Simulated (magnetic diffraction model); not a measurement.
# Magnetic neutron pattern of Cr2FeS2O2

Space group P-1 (no. 2), a = 6.6910 Å, b = 6.6924 Å, c = 6.8080 Å, α = 118.47°, β = 92.58°, γ = 117.93°.

```csv
site,atom,x,y,z
2i,Fe,0.8711,0.7479,0.6241
1f,Cr,1/2,0,1/2
1e,Cr,1/2,1/2,0
1d,Cr,1/2,0,0
1c,Cr,0,1/2,0
2i,S,0.2583,0.5283,0.7874
2i,S,0.2596,0.9654,0.2343
2i,O,0.2969,0.0305,0.7535
2i,O,0.7321,0.4781,0.7635
```

This is a made-up structure (elements placed in a structure type, unrelaxed), so the numbers test the method and describe no known phase.

Only Fe and Cr are taken to order (form factors of Fe2+ and Cr3+); orders and moment sizes are assumed, and not adapted to the symmetry. Radiation: neutrons of λ = 2.567 Å, 8° to 40°; isotropic B of 0.31 Å² (Fe), 0.26 Å² (Cr), 0.36 Å² (S) and 0.31 Å² (O). The intensities are simulated: I ∝ L Σ (|F_N|² + |F_M⊥|²) for unpolarised neutrons, with F_M = 2.695 fm/μB × Σ f(s) S exp(2πi Q·r) exp(−B s²) at Q = H ± k (one set where k and −k are equivalent), only the part normal to Q counting and L = 1/(sin²θ cos θ). For collinear order S is the moment m, which repeats by lattice and centring translations R with the sign exp(−2πi k·R). Form factors are spin-only for 3d ions and dipole or tabulated for f ions, scattering lengths are Sears's of 1992, and absorption is left out. A label names one of the reflections at its angle. The strongest nuclear line in the range is 100, and lines under 0.2 are left out.

Assume the order k = (0 0 0), collinear moments along [101], 3.13 μB on Fe and 2.34 μB on Cr; signs + at (0.8711, 0.7479, 0.6241), + at (0.1289, 0.2521, 0.3759), + at (1/2, 0, 1/2), − at (1/2, 1/2, 0), − at (1/2, 0, 0), − at (0, 1/2, 0).

Predict the pattern, nuclear and magnetic parts apart.

| 2θ (°) | index | nuclear | magnetic |
| --- | --- | --- | --- |
| 26.42 | (0 0 1) | 10.1 | 818.5 |
| 26.75 | (1 0 0) | 0.2 | 79.1 |
| 26.76 | (0 1 -1) | 0.5 | 84.4 |
| 27.07 | (1 -1 0) | 6.4 | 83.9 |
| 30.48 | (0 1 0) | 0.1 | 102.6 |
| 30.51 | (1 0 -1) | 0.3 | 111.5 |
| 31.96 | (1 -1 1) | 100.0 | 0.1 |

The strongest magnetic line in the range is (0 0 1) at 26.42° (818.5). On top of the Lorentz factor, which all lines share, magnetic lines fade with angle because f falls: for Fe2+ it is 0.90, 0.68, 0.45 and 0.15 at sin θ/λ = 0.1, 0.2, 0.3 and 0.5 Å⁻¹, while nuclear lengths stay constant. The net moment is 1.58 μB a primitive cell.

[Logs are printed without paths, hosts, clocks, repeated set-up lines and the standing remarks that a program may print on its own settings, such as how far it seeks lower states.]
